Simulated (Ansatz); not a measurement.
# InPd (Pm-3m): thermal expansion under pressure, part 3 of 3

How does compression alter the response of InPd to heat? The starting cell is a computed one from a database.

Ansatz 0.2.0; DFT PBE, scalar-relativistic, plane waves, PAW.

So far, principal linear expansion coefficients at 298 K (× 1e-6/K): step 6 (phonons on strained cells) 21.8. Also isothermal bulk modulus at 298 K (GPa): step 6 107.

**8. The quasi-harmonic study, pressure 10 GPa**

The study relaxes the crystal at several strains, solves the phonons on some of them and minimises the free energy at each temperature (static energy, vibrations, the electrons in a metal, and PV under a set pressure); the q-mesh sets how far the force constants reach.

Contents of input.yaml:

```yaml
crystal:
  lattice:
    - [3.225720828, 0.0, 0.0]
    - [0.0, 3.225720828, 0.0]
    - [0.0, 0.0, 3.225720828]
  atoms:
    - { symbol: In, position: [0.0, 0.0, 0.0] }
    - { symbol: Pd, position: [0.5, 0.5, 0.5] }
kpoints:
  mp_grid: { grid: [16, 16, 16] }
hamiltonian:
  xc: pbe
scf:
  occupations: { method: methfessel_paxton, width: 0.2 }
  lower_state_search: "off"
output:
  eigenvalues: true
phonons:
  method: dfpt
  qmesh: [4, 4, 4]
  temperatures: { t_max: 650.0, t_step: 50 }
  thermal_expansion: { pressure: 10.0 }
```

Command:

```
$ ansatz run input.yaml --threads 8 --pin off --max-ram 16384MiB --backend cpu --events-out ev --progress --plain --runs-dir out
```

Numbers of over 12 decimals in the logs are rounded to 6 here.

Log:

```text
The last accepted step is kept in <dir> (removed where the run ends without a failure and the disk answers)
Engine: ansatz 0.2.0, aarch64-unknown-linux-gnu
Pseudopotentials: kind: paw
Pseudopotential: In, paw, valence charge 13, recommended cutoff 420 eV (normal), In.paw.azcp
Pseudopotential: Pd, paw, valence charge 18, recommended cutoff 420 eV (normal), Pd.paw.azcp
Functional definition: PBE
  parameter kappa = 0.804
  parameter beta = 0.066725
  exchange = pbe_x(kappa = kappa, mu = beta*pi^2/3)
  correlation = pbe_c(beta = beta)
Crystal: 2 atoms, lattice volume = 33.565 Å³
Basis set: ecut = 487.2 eV, 799 PW (Γ), exchange–correlation on 48×48×48 points (8 copies of the dense FFT grid, shifted against one another)
Bands: 20, of which v1, the nominal top of the filled ones, is band 16 counted from 1 (15 counted from 0)
Symmetry: 48 space group operations
Space group: Pm-3m (ITA 221), of the structure as read, at distance tolerance 3.2e-5 Å
k-points: 165 of 4096
Non-local potential: In, projectors of the file, l = 0: 2, l = 1: 2, l = 2: 2, l = 3: 2
Non-local potential: Pd, projectors of the file, l = 0: 2, l = 1: 2, l = 2: 2, l = 3: 1
PAW form: soft (Blöchl's): semilocal exchange-correlation on the pseudo side does not see the compensation charge
PAW one-centre angular grid: In, 590 points (default); XC on 64 Gauss nodes
PAW one-centre angular grid: Pd, 590 points (default); XC on 64 Gauss nodes
Initial density: superposition of atomic densities (neutral atoms: chi_scale 0, normalization atom), corrected by the library's trained network
Initial wavefunctions: pseudopotential atomic-orbital guess
Functional: x = pbe(κ = 0.804, μ = 0.219515), c = pbe(β = 0.066725)
SCF iter   1: F=—  HF=-12571.601830 eV  |F-HF|=—  |Δ(HF+E_count)|=         —  Δρ=1.70e-3  dr2=8.63e-4  ethr=1.77e-3  ⟨swp⟩=5.3  Hψ=14710  notcnv=0
preconditioner: auto → none  [metal: Δε(μ)=0.041 eV  Ē_g=14.871 eV  σ=0.200 eV  W_gap=0.17  n_scr=6 (ndim 8)  ℏωp=30.7 eV  f_vac=0.000  D(μ)=0.61/eV (n_scr^D=0)  sad-step TF]
SCF iter   2: F=—  HF=-12571.602290 eV  |F-HF|=—  |Δ(HF+E_count)|=   4.60e-4  S|Δr|=    0.00e0  Δρ=1.12e-3  dr2=4.85e-4  ethr=2.78e-6  ⟨swp⟩=2.6  Hψ=6446  notcnv=0
SCF iter   3: F=—  HF=-12571.602224 eV  |F-HF|=—  |Δ(HF+E_count)|=   6.60e-5  S|Δr|=    0.00e0  Δρ=3.43e-4  dr2=2.53e-5  ethr=1.57e-6  ⟨swp⟩=2.0  Hψ=4184  notcnv=0
SCF iter   4: F=—  HF=-12571.602237 eV  |F-HF|=—  |Δ(HF+E_count)|=   1.35e-5  S|Δr|=    0.00e0  Δρ=4.40e-5  dr2=3.59e-7  ethr=8.16e-8  ⟨swp⟩=2.2  Hψ=5285  notcnv=0
SCF iter   5: F=—  HF=-12571.602237 eV  |F-HF|=—  |Δ(HF+E_count)|=   5.70e-7  S|Δr|=    0.00e0  Δρ=8.71e-6  dr2=1.06e-8  ethr=1.16e-9  ⟨swp⟩=2.7  Hψ=5537  notcnv=0
[...]
SCF converged after 8 iterations
Stability not checked: this state was not tested for a lower state beside it, because cold or Methfessel-Paxton smearing, or corrected tetrahedra, fill the levels in a way that the test cannot read (fill_not_monotonic; see scf.lower_state_search)
Free energy (F): -12571.602237 eV
Harris-Foulkes:  -12571.602237 eV  (|F-HF|=1.82e-12)
Internal energy: -12571.602464 eV  (E = F + TS)
E sigma→0 (E₀):  -12571.602294 eV
Entropy (-TS):   0.000227 eV (0.114 meV/atom)
Fermi energy:    17.763208 eV
--- Per-component energies (eV) ---
  E_band       = -119.203073
  E_kinetic    = 762.596158
  E_local      = -2815.511994  (includes V_loc(G=0)·N_el)
  E_nonlocal   = 584.937741
  E_hartree    = 1149.489897
  E_xc         = -385.737531
  E_vxc        = -313.505358  (∫ρ·V_xc dr)
  E_paw        = -7907.592122  (= ΣΔE_a)
  E_vpaw       = -636.699514  (= ΣTr[D̂ρ^β])
  E_aug_tail   = 0.000123  (compensation charges beyond the density's cutoff)
  E_ewald      = -3959.784737
  E_smearing   = 0.000227  (= −TS)
  E_closure    = -0.000000  (closes the sum)
  Σ components = -12571.602237   (vs F -12571.602237, Δ=0.00e0)
--- Forces (eV/Å), atoms counted from 1 ---
  atom   1  In    -0.00000000     0.00000000     0.00000000
  atom   2  Pd     0.00000000    -0.00000000     0.00000000
  max |Σ_I F_I| component: 6.49e-29 eV/Å
--- Stress (GPa, compression-positive) ---
        9.992936      -0.000000       0.000000
        0.000000       9.992936       0.000000
        0.000000       0.000000       9.992936
  P = ⅓ Tr σ = 9.9929 GPa (99.929 kbar)
--- Band table (eV; the first three rows and the last of 165) ---
  k-point 0: bands = [... 12 lower, 15.3164, 15.3164, 15.3164, 21.9934, 21.9934, 21.9934, 27.6747, 28.5661]
  k-point 1: bands = [... 12 lower, 15.2644, 15.2644, 15.3130, 21.5325, 22.1263, 22.1263, 27.8827, 28.5372]
  k-point 2: bands = [... 12 lower, 15.1235, 15.1235, 15.3032, 20.4880, 22.5098, 22.5098, 28.0192, 28.4530]
  k-point 164: bands = [... 12 lower, 15.9663, 15.9663, 17.8079, 21.5502, 21.5502, 21.5502, 22.2677, 22.2677]
── thermal expansion: 3 new cells, 3 in all ──
thermal expansion: relaxation of cell 2
thermal expansion: relaxation of cell 3
── thermal expansion: 2 new cells, 5 in all ──
thermal expansion: relaxation of cell 4
thermal expansion: electrons of cell 4
thermal expansion: phonons of cell 4
thermal expansion: relaxation of cell 5
thermal expansion: electrons of cell 1
thermal expansion: electrons of cell 2
thermal expansion: electrons of cell 3
thermal expansion: electrons of cell 5
thermal expansion: phonons of cell 5
── thermal expansion: 5 new cells, 10 in all ──
thermal expansion: relaxation of cell 6
thermal expansion: relaxation of cell 7
thermal expansion: relaxation of cell 8
thermal expansion: relaxation of cell 9
thermal expansion: relaxation of cell 10
thermal expansion: electrons of cell 6
thermal expansion: electrons of cell 7
thermal expansion: electrons of cell 8
thermal expansion: electrons of cell 9
thermal expansion: electrons of cell 10
thermal expansion: phonons of cell 6
thermal expansion: phonons of cell 7
WARN: thermal expansion, phonons of cell 7: eigensolver did not converge (k=88): 1 band(s) unlocked after 20 sweeps at ethr=1.00e-12 eV (lowest unlocked band 19, counted from 0; max residual 4.49e-6 eV among the unlocked bands, 4.49e-6 eV over every band)
```

Wall time 33 min (8 threads of Arm Neoverse V1, shared host); peak memory 4.7 GiB.

The run was cut off at its time limit.

**9. Summary of results**

* settings of these figures: PBE, 487.2 eV, k 16×16×16, q 4×4×4, 2 GPa
* volume expansion coefficient at 298 K: 65.33 1e-6/K
* C_P at 298 K: 26.19 J/mol-atom/K
* entropy at 298 K: 47.02 J/mol-atom/K
* isothermal bulk modulus at 298 K: 107.0 GPa
* Grüneisen parameter at 298 K: 3.080
* volume at 298 K: 18.07 Å³/atom
* principal linear expansion coefficients at 298 K: 21.78, 21.78, 21.78 1e-6/K

What this shows: Near room temperature and at 2 GPa InPd expands by 65.3 × 10⁻⁶/K in volume by PBE, with C_P = 26.2 J/(mol K) per mole of atoms and B_T = 107 GPa. C_P at room temperature is 105 % of the classical 3R an atom; C_V is 99 %, and the rest is expansion work. In this metal the study includes the electrons' free energy, which adds a term that grows with temperature, so the heat capacities need not level off at 3R. The log notes that a few bands missed the eigensolver's threshold in the phonon runs.

[Logs are printed without paths, hosts, clocks, repeated set-up lines and the standing remarks that a program may print on its own settings, such as how far it seeks lower states.]

[Hosts, paths, dates, database ids (printed as entryN), source tags and the programs' standing remarks are cut or masked in the printed files.]

[A step with changed settings may run another functional than the one named; its input shows which.]
